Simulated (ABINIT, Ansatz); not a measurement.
# A GW chain in ABINIT: KNaMg2F6 (P4/mmm), part 2 of 3

Aim: the G0W0 gap of KNaMg2F6 (P4/mmm) on LDA, step by step.

ABINIT 10.8.3; LDA and many-body steps on it, plane waves. Known limits of the many-body steps: not at the basis limit; coarse k mesh.

So far. Step 2 (Ground state): The gap is indirect, with the least direct gap 0.40 eV higher.

### Step 3. Bands along the symmetry lines

Level of this step: DFT, LDA, plane waves, norm-conserving pseudopotentials (ABINIT).

The cheap functional maps the bands first; the places of the edges decide which points the dearer methods must see.

Contents of run.abi:

```
acell 3*1.0 Angstrom
rprim 
  4.007581000000 0.000000000000 0.000000000000
  0.000000000000 4.007581000000 0.000000000000
  0.000000000000 0.000000000000 7.994870000000
ntypat 4
znucl 19 11 12 9
natom 10
typat 1 2 3 3 4 4 4 4 4 4
xred 
  0.500000000000 0.500000000000 0.500000000000
  0.500000000000 0.500000000000 0.000000000000
  0.000000000000 0.000000000000 0.246633000000
  0.000000000000 0.000000000000 0.753367000000
  0.500000000000 0.000000000000 0.243520000000
  0.500000000000 0.000000000000 0.756480000000
  0.000000000000 0.500000000000 0.756480000000
  0.000000000000 0.500000000000 0.243520000000
  0.000000000000 0.000000000000 0.000000000000
  0.000000000000 0.000000000000 0.500000000000
pp_dirpath "pseudos"
pseudos "K.upf, Na.upf, Mg.upf, F.upf"
ecut 38
iscf -2
irdden 1
kptopt 0
nkpt 39
kpt 
  0.00000000 0.00000000 0.00000000
  0.00000000 0.12500000 0.00000000
  0.00000000 0.25000000 0.00000000
  0.00000000 0.37500000 0.00000000
  0.00000000 0.50000000 0.00000000
  0.12500000 0.50000000 0.00000000
  0.25000000 0.50000000 0.00000000
  0.37500000 0.50000000 0.00000000
  0.50000000 0.50000000 0.00000000
  0.37500000 0.37500000 0.00000000
  0.25000000 0.25000000 0.00000000
  0.12500000 0.12500000 0.00000000
  0.00000000 0.00000000 0.00000000
  0.00000000 0.00000000 0.12500000
  0.00000000 0.00000000 0.25000000
  0.00000000 0.00000000 0.37500000
  0.00000000 0.00000000 0.50000000
  0.00000000 0.12500000 0.50000000
  0.00000000 0.25000000 0.50000000
  0.00000000 0.37500000 0.50000000
  0.00000000 0.50000000 0.50000000
  0.12500000 0.50000000 0.50000000
  0.25000000 0.50000000 0.50000000
  0.37500000 0.50000000 0.50000000
  0.50000000 0.50000000 0.50000000
  0.37500000 0.37500000 0.50000000
  0.25000000 0.25000000 0.50000000
  0.12500000 0.12500000 0.50000000
  0.00000000 0.00000000 0.50000000
  0.00000000 0.50000000 0.00000000
  0.00000000 0.50000000 0.12500000
  0.00000000 0.50000000 0.25000000
  0.00000000 0.50000000 0.37500000
  0.00000000 0.50000000 0.50000000
  0.50000000 0.50000000 0.00000000
  0.50000000 0.50000000 0.12500000
  0.50000000 0.50000000 0.25000000
  0.50000000 0.50000000 0.37500000
  0.50000000 0.50000000 0.50000000
istwfk *1
nband 47
nbdbuf 2
tolwfr 1e-08
nstep 40
prtwf 0
prtvol 0
indata_prefix "in"
outdata_prefix "out"
tmpdata_prefix "tmp"
```

On the command line:

```console
OMP_NUM_THREADS=1 mpirun -n 4 abinit run.abi > log
```

Numbers of over 12 decimals in the logs are rounded to 6 here.

Log:

```text
.Version 10.8.3 of ABINIT. v10.8.2 released Aug 2026.

 Symmetries : space group P4/m m m (#123); Bravais tP (primitive tetrag.)
[... echo of the input left out ...]
== DATASET  1 ==================================================================
-   mpi_nproc: 4, omp_nthreads: 1 (-1 if OMP is not activated)

--- !DatasetInfo
iteration_state: {dtset: 1, }
dimensions: {natom: 10, nkpt: 39, mband: 47, nsppol: 1, nspinor: 1, nspden: 1, mpw: 9813, }
cutoff_energies: {ecut:  38.0, pawecutdg:  -1.0, }
electrons: {nelect:   8.00000000E+01, charge:   0.00000000E+00, occopt:   1.00000000E+00, tsmear:   1.00000000E-02, }

 Real(R)+Recip(G) space primitive vectors, cartesian coordinates (Bohr,Bohr^-1):
 R(1)=  7.5732305  0.0000000  0.0000000  G(1)=  0.1320440  0.0000000  0.0000000
 R(2)=  0.0000000  7.5732305  0.0000000  G(2)=  0.0000000  0.1320440  0.0000000
 R(3)=  0.0000000  0.0000000 15.1081147  G(3)=  0.0000000  0.0000000  0.0661896
 Unit cell volume ucvol=  8.6650810E+02 bohr^3
 Angles (23,13,12)=  9.00000000E+01  9.00000000E+01  9.00000000E+01 degrees

 getcut: wavevector=  0.0000  0.0000  0.0000  ngfft=  45  45  90
         ecut(hartree)=     38.000   => boxcut(ratio)=   2.09370

--- Pseudopotential description ------------------------------------------------
- K Generated using ONCVPSP code by D. R. Hamann
- 19.00000   9.00000  180309                  znucl, zion, pspdat
12 -1012 2 -1 2170                            pspcod,pspxc,lmax,lloc,mmax
     nproj     2     2     2
  pspatm : epsatm=    8.21740868
         --- l  ekb(1:nproj) -->
             0   10.940065    0.829722
             1    4.437415    0.568178
             2   -3.386874   -1.066382
 pspatm: atomic psp has been read  and splines computed

- Na Generated using ONCVPSP code by D. R. Hamann
- 11.00000   9.00000  180309                  znucl, zion, pspdat
12 -1012 1 -1 1968                            pspcod,pspxc,lmax,lloc,mmax
     nproj     2     2     0
  pspatm : epsatm=    9.37365322
         --- l  ekb(1:nproj) -->
[...]
pspatm: atomic psp has been read  and splines computed

- Mg Generated using ONCVPSP code by D. R. Hamann
- 12.00000  10.00000  180309                  znucl, zion, pspdat
12 -1012 1 -1 1510                            pspcod,pspxc,lmax,lloc,mmax
     nproj     2     2     0
  pspatm : epsatm=    9.23542517
         --- l  ekb(1:nproj) -->
[...]
pspatm: atomic psp has been read  and splines computed

- F Generated using ONCVPSP code by D. R. Hamann
-  9.00000   7.00000  201202                  znucl, zion, pspdat
12 -1012 2 -1 824                             pspcod,pspxc,lmax,lloc,mmax
     nproj     2     2     1
  pspatm : epsatm=    4.94580260
         --- l  ekb(1:nproj) -->
[...]
2   -2.364936
 pspatm: atomic psp has been read  and splines computed

[...]
iteration_state: {dtset: 1, }
comment   : Summary of ground state results
lattice_vectors:
- [  7.5732305,   0.0000000,   0.0000000, ]
- [  0.0000000,   7.5732305,   0.0000000, ]
- [  0.0000000,   0.0000000,  15.1081147, ]
lattice_lengths: [   7.57323,    7.57323,   15.10811, ]
lattice_angles: [ 90.000,  90.000,  90.000, ] # degrees, (23, 13, 12)
lattice_volume:   8.6650810E+02
convergence: {deltae:  0.000E+00, res2:  0.000E+00, residm:  9.984E-09, diffor:  0.000E+00, }
etotal    :  -3.42246069E+02
entropy   :   0.00000000E+00
fermie    :  -1.88552285E-02
cartesian_stress_tensor: null
pressure_GPa: null
xred      :
- [  5.0000E-01,   5.0000E-01,   5.0000E-01,  K]
- [  5.0000E-01,   5.0000E-01,   0.0000E+00, Na]
- [  0.0000E+00,   0.0000E+00,   2.4663E-01, Mg]
- [  0.0000E+00,   0.0000E+00,   7.5337E-01, Mg]
- [  5.0000E-01,   0.0000E+00,   2.4352E-01,  F]
- [  5.0000E-01,   0.0000E+00,   7.5648E-01,  F]
- [  0.0000E+00,   5.0000E-01,   7.5648E-01,  F]
- [  0.0000E+00,   5.0000E-01,   2.4352E-01,  F]
- [  0.0000E+00,   0.0000E+00,   0.0000E+00,  F]
- [  0.0000E+00,   0.0000E+00,   5.0000E-01,  F]
cartesian_forces: null
force_length_stats: {min: null, max: null, mean: null, }

 Integrated electronic density in atomic spheres:
 ------------------------------------------------
 Atom  Sphere_radius  Integrated_density
[...]
================================================================================

 ----iterations are completed or convergence reached----

 Mean square residual over all n,k,spin=   55.822E-10; max=  99.842E-10
 reduced coordinates (array xred) for   10 atoms
[...]
0.000000000000      0.000000000000      0.000000000000
       0.000000000000      0.000000000000      0.500000000000

 cartesian coordinates (angstrom) at end:
    1      2.003791     2.003791     3.997435
    2      2.003791     2.003791     0.000000
    3      0.000000     0.000000     1.971799
[...]
9      0.000000     0.000000     0.000000
   10      0.000000     0.000000     3.997435
 length scales=  1.889726125908  1.889726125908  1.889726125908 bohr
              =  1.000000000000  1.000000000000  1.000000000000 angstroms
 prteigrs : about to open file out_EIG
 Eigenvalues (hartree) for nkpt=  39  k points:
 kpt#   1, nband= 47, wtk=  1.00000, kpt=  0.0000  0.0000  0.0000 (reduced coord)
[...]
kpt#   2, nband= 47, wtk=  1.00000, kpt=  0.0000  0.1250  0.0000 (reduced coord)
[...]
kpt#   3, nband= 47, wtk=  1.00000, kpt=  0.0000  0.2500  0.0000 (reduced coord)
[...]
kpt#  38, nband= 47, wtk=  1.00000, kpt=  0.5000  0.5000  0.3750 (reduced coord)
[...]
0.35011    0.35472    0.36072    0.36072    0.41241    0.41738    0.41738
 kpt#  39, nband= 47, wtk=  1.00000, kpt=  0.5000  0.5000  0.5000 (reduced coord)
[...]
-0.09783   -0.09247   -0.08666   -0.08666   -0.07499   -0.07392   -0.07392   -0.07015
  -0.06102   -0.06095   -0.03244   -0.03244   -0.02857   -0.02857   -0.01957   -0.01949
   0.35032    0.35481    0.35963    0.35963    0.41088    0.42587    0.42587

== END DATASET(S) ==============================================================
================================================================================

 -outvars: echo values of variables after computation  --------
            nband          47
             nkpt          39
          spgroup         123
 [... the other variables as echoed above ...]

 Calculation completed.
```

Run time: 1.8 min. Hardware: 4 MPI ranks of AMD EPYC 9R45, shared host; peak memory 0.65 GiB; 7.2 min of CPU time.

Numbers from this step:

| Item | Value |
| --- | --- |
| gap | 6.084 eV |
| k of the valence top | 0.5, 0.5, 0 |
| k of the conduction bottom | 0, 0, 0 |
| least direct gap | 6.484 eV |

The gap is 6.084 eV, as in the run before at this level.

The electronic bands at the labelled points (eV, zero at the top of the highest filled band):

| point | band 37 | band 38 | band 39 | band 40 | band 41 | band 42 | band 43 | band 44 |
| --- | --- | --- | --- | --- | --- | --- | --- | --- |
| Γ | -0.53 | -0.40 | -0.40 | -0.40 | 6.08 | 9.03 | 9.33 | 10.00 |
| halfway | -0.70 | -0.47 | -0.47 | -0.27 | 7.04 | 9.65 | 9.87 | 10.42 |
| X | -0.85 | -0.53 | -0.50 | -0.01 | 8.84 | 9.29 | 10.74 | 10.93 |
| halfway | -0.32 | -0.29 | -0.29 | 0.00 | 9.30 | 9.87 | 10.78 | 10.79 |
| M | -0.03 | -0.01 | 0.00 | 0.00 | 10.01 | 10.15 | 10.61 | 10.61 |
| halfway | -0.38 | -0.37 | -0.35 | -0.21 | 7.80 | 9.99 | 10.14 | 10.96 |
| Γ | -0.53 | -0.40 | -0.40 | -0.40 | 6.08 | 9.03 | 9.33 | 10.00 |
| halfway | -0.51 | -0.51 | -0.43 | -0.43 | 6.33 | 8.19 | 9.77 | 10.03 |
| Z | -0.50 | -0.50 | -0.46 | -0.46 | 6.78 | 7.48 | 9.90 | 10.06 |
| halfway | -0.63 | -0.60 | -0.40 | -0.28 | 7.50 | 8.34 | 10.45 | 10.60 |
| R | -0.63 | -0.62 | -0.37 | -0.19 | 9.13 | 9.47 | 9.93 | 10.39 |
| halfway | -0.39 | -0.31 | -0.26 | -0.17 | 9.34 | 9.86 | 10.31 | 10.55 |
| A | -0.26 | -0.26 | -0.02 | -0.02 | 10.05 | 10.17 | 10.30 | 10.30 |
| halfway | -0.38 | -0.34 | -0.31 | -0.26 | 8.07 | 8.98 | 10.81 | 11.14 |
| Z | -0.50 | -0.50 | -0.46 | -0.46 | 6.78 | 7.48 | 9.90 | 10.06 |
| jump to X | -0.85 | -0.53 | -0.50 | -0.01 | 8.84 | 9.29 | 10.74 | 10.93 |
| halfway | -0.58 | -0.57 | -0.55 | -0.07 | 8.95 | 9.37 | 10.33 | 10.62 |
| R | -0.63 | -0.62 | -0.37 | -0.19 | 9.13 | 9.47 | 9.93 | 10.39 |
| jump to M | -0.03 | -0.01 | 0.00 | 0.00 | 10.01 | 10.15 | 10.61 | 10.61 |
| halfway | -0.08 | -0.08 | -0.02 | -0.01 | 10.03 | 10.16 | 10.41 | 10.41 |
| A | -0.26 | -0.26 | -0.02 | -0.02 | 10.05 | 10.17 | 10.30 | 10.30 |

### Step 4. Empty states on the mesh, 2×2×1 mesh, 272 bands

The sums over transitions need many empty states on a uniform mesh; this step solves for them.

Contents of run.abi:

```
acell 3*1.0 Angstrom
rprim 
  4.007581000000 0.000000000000 0.000000000000
  0.000000000000 4.007581000000 0.000000000000
  0.000000000000 0.000000000000 7.994870000000
ntypat 4
znucl 19 11 12 9
natom 10
typat 1 2 3 3 4 4 4 4 4 4
xred 
  0.500000000000 0.500000000000 0.500000000000
  0.500000000000 0.500000000000 0.000000000000
  0.000000000000 0.000000000000 0.246633000000
  0.000000000000 0.000000000000 0.753367000000
  0.500000000000 0.000000000000 0.243520000000
  0.500000000000 0.000000000000 0.756480000000
  0.000000000000 0.500000000000 0.756480000000
  0.000000000000 0.500000000000 0.243520000000
  0.000000000000 0.000000000000 0.000000000000
  0.000000000000 0.000000000000 0.500000000000
pp_dirpath "pseudos"
pseudos "K.upf, Na.upf, Mg.upf, F.upf"
ecut 38
ngkpt 2 2 1
nshiftk 1
shiftk 0 0 0
kptopt 1
chksymbreak 0
iscf -2
irdden 1
istwfk *1
nband 272
nbdbuf 24
tolwfr 1e-09
nstep 60
prtvol 0
indata_prefix "in"
outdata_prefix "out"
tmpdata_prefix "tmp"
```

On the command line:

```console
OMP_NUM_THREADS=1 mpirun -n 3 abinit run.abi > log
```

Log:

```text
.Version 10.8.3 of ABINIT. v10.8.2 released Aug 2026.

 Symmetries : space group P4/m m m (#123); Bravais tP (primitive tetrag.)
[... echo of the input left out ...]
== DATASET  1 ==================================================================
-   mpi_nproc: 3, omp_nthreads: 1 (-1 if OMP is not activated)

--- !DatasetInfo
iteration_state: {dtset: 1, }
dimensions: {natom: 10, nkpt: 3, mband: 272, nsppol: 1, nspinor: 1, nspden: 1, mpw: 9813, }
cutoff_energies: {ecut:  38.0, pawecutdg:  -1.0, }
electrons: {nelect:   8.00000000E+01, charge:   0.00000000E+00, occopt:   1.00000000E+00, tsmear:   1.00000000E-02, }

 Real(R)+Recip(G) space primitive vectors, cartesian coordinates (Bohr,Bohr^-1):
 R(1)=  7.5732305  0.0000000  0.0000000  G(1)=  0.1320440  0.0000000  0.0000000
 R(2)=  0.0000000  7.5732305  0.0000000  G(2)=  0.0000000  0.1320440  0.0000000
 R(3)=  0.0000000  0.0000000 15.1081147  G(3)=  0.0000000  0.0000000  0.0661896
 Unit cell volume ucvol=  8.6650810E+02 bohr^3
 Angles (23,13,12)=  9.00000000E+01  9.00000000E+01  9.00000000E+01 degrees

 getcut: wavevector=  0.0000  0.0000  0.0000  ngfft=  45  45  90
         ecut(hartree)=     38.000   => boxcut(ratio)=   2.09370

--- Pseudopotential description ------------------------------------------------
- K Generated using ONCVPSP code by D. R. Hamann
- 19.00000   9.00000  180309                  znucl, zion, pspdat
12 -1012 2 -1 2170                            pspcod,pspxc,lmax,lloc,mmax
     nproj     2     2     2
  pspatm : epsatm=    8.21740868
         --- l  ekb(1:nproj) -->
             0   10.940065    0.829722
             1    4.437415    0.568178
             2   -3.386874   -1.066382
 pspatm: atomic psp has been read  and splines computed

- Na Generated using ONCVPSP code by D. R. Hamann
- 11.00000   9.00000  180309                  znucl, zion, pspdat
12 -1012 1 -1 1968                            pspcod,pspxc,lmax,lloc,mmax
     nproj     2     2     0
  pspatm : epsatm=    9.37365322
         --- l  ekb(1:nproj) -->
[...]
pspatm: atomic psp has been read  and splines computed

- Mg Generated using ONCVPSP code by D. R. Hamann
- 12.00000  10.00000  180309                  znucl, zion, pspdat
12 -1012 1 -1 1510                            pspcod,pspxc,lmax,lloc,mmax
     nproj     2     2     0
  pspatm : epsatm=    9.23542517
         --- l  ekb(1:nproj) -->
[...]
pspatm: atomic psp has been read  and splines computed

- F Generated using ONCVPSP code by D. R. Hamann
-  9.00000   7.00000  201202                  znucl, zion, pspdat
12 -1012 2 -1 824                             pspcod,pspxc,lmax,lloc,mmax
     nproj     2     2     1
  pspatm : epsatm=    4.94580260
         --- l  ekb(1:nproj) -->
[...]
2   -2.364936
 pspatm: atomic psp has been read  and splines computed

[...]
-2.5919E+00 -2.5919E+00 -1.7646E+00 -1.3954E+00 -1.3952E+00 -1.3952E+00
 -1.3951E+00 -1.3951E+00 -1.3951E+00 -9.5133E-01 -7.5540E-01 -7.5331E-01
 -7.5331E-01 -7.4238E-01 -7.3262E-01 -7.2387E-01 -7.1631E-01 -7.1599E-01
[...]
2.9539E+00  2.9640E+00  2.9655E+00  2.9665E+00  2.9718E+00  3.0023E+00
  3.0209E+00  3.0316E+00  3.0318E+00  3.0519E+00  3.0522E+00  3.0543E+00
  3.0558E+00  3.0823E+00
 prteigrs : prtvol=0 or 1, do not print more k-points.

--- !ResultsGS
iteration_state: {dtset: 1, }
comment   : Summary of ground state results
lattice_vectors:
- [  7.5732305,   0.0000000,   0.0000000, ]
- [  0.0000000,   7.5732305,   0.0000000, ]
- [  0.0000000,   0.0000000,  15.1081147, ]
lattice_lengths: [   7.57323,    7.57323,   15.10811, ]
lattice_angles: [ 90.000,  90.000,  90.000, ] # degrees, (23, 13, 12)
lattice_volume:   8.6650810E+02
convergence: {deltae:  0.000E+00, res2:  0.000E+00, residm:  9.873E-10, diffor:  0.000E+00, }
etotal    :  -3.42246069E+02
entropy   :   0.00000000E+00
fermie    :  -1.88552285E-02
cartesian_stress_tensor: null
pressure_GPa: null
xred      :
- [  5.0000E-01,   5.0000E-01,   5.0000E-01,  K]
- [  5.0000E-01,   5.0000E-01,   0.0000E+00, Na]
- [  0.0000E+00,   0.0000E+00,   2.4663E-01, Mg]
- [  0.0000E+00,   0.0000E+00,   7.5337E-01, Mg]
- [  5.0000E-01,   0.0000E+00,   2.4352E-01,  F]
- [  5.0000E-01,   0.0000E+00,   7.5648E-01,  F]
- [  0.0000E+00,   5.0000E-01,   7.5648E-01,  F]
- [  0.0000E+00,   5.0000E-01,   2.4352E-01,  F]
- [  0.0000E+00,   0.0000E+00,   0.0000E+00,  F]
- [  0.0000E+00,   0.0000E+00,   5.0000E-01,  F]
cartesian_forces: null
force_length_stats: {min: null, max: null, mean: null, }

 Integrated electronic density in atomic spheres:
 ------------------------------------------------
 Atom  Sphere_radius  Integrated_density
[...]
================================================================================

 ----iterations are completed or convergence reached----

 Mean square residual over all n,k,spin=   34.403E-11; max=  98.729E-11
 reduced coordinates (array xred) for   10 atoms
[...]
0.000000000000      0.000000000000      0.000000000000
       0.000000000000      0.000000000000      0.500000000000

 cartesian coordinates (angstrom) at end:
    1      2.003791     2.003791     3.997435
    2      2.003791     2.003791     0.000000
    3      0.000000     0.000000     1.971799
[...]
9      0.000000     0.000000     0.000000
   10      0.000000     0.000000     3.997435
 length scales=  1.889726125908  1.889726125908  1.889726125908 bohr
              =  1.000000000000  1.000000000000  1.000000000000 angstroms
 prteigrs : about to open file out_EIG
 Eigenvalues (hartree) for nkpt=   3  k points:
 kpt#   1, nband=272, wtk=  0.25000, kpt=  0.0000  0.0000  0.0000 (reduced coord)
[...]
2.95115    2.95115    2.95389    2.96403    2.96549    2.96653    2.97185    3.00232
   3.02092    3.03162    3.03179    3.05187    3.05221    3.05429    3.05581    3.08232
 prteigrs : prtvol=0 or 1, do not print more k-points.

== END DATASET(S) ==============================================================
================================================================================

 -outvars: echo values of variables after computation  --------
            nband         272
             nkpt           3
          spgroup         123
 [... the other variables as echoed above ...]

 Calculation completed.
```

The job ended after 2.1 min (3 MPI ranks; peak memory 0.4 GiB; 6.3 min of CPU time).

Numbers from this step:

```
gap                                                           : 6.084 eV
k of the valence top                                          : 0.5, 0.5, 0
k of the conduction bottom                                    : 0, 0, 0
least direct gap                                              : 6.484 eV
k points computed                                             : 3
lowest point of the top converged band, above the valence top : 76.4975 eV
```

On this mesh the gap is 6.084 eV.

(Part 2 of 3 ends here.)

[Paths, hosts, dates, memory and timing lines, banners, echoed tables and standing remarks are left out of the program output.]

[Logs are printed without paths, hosts, clocks, repeated set-up lines and the standing remarks that a program may print on its own settings, such as how far it seeks lower states.]

[Runs of the session that timed out or met a known fault of the program may be left out.]

[Hosts, paths, dates, database ids (printed as entryN), source tags and the programs' standing remarks are cut or masked in the printed files.]

[G0W0 gaps are taken among the corrected bands and points alone; a level outside them can change the order at an edge.]

[Where Ansatz stands beside ABINIT at settings called matched, ABINIT's density can come from a denser mesh and the files from another edition; pairs whose starting gaps differed by over 0.03 eV were left out, so agreement reads better than it is.]
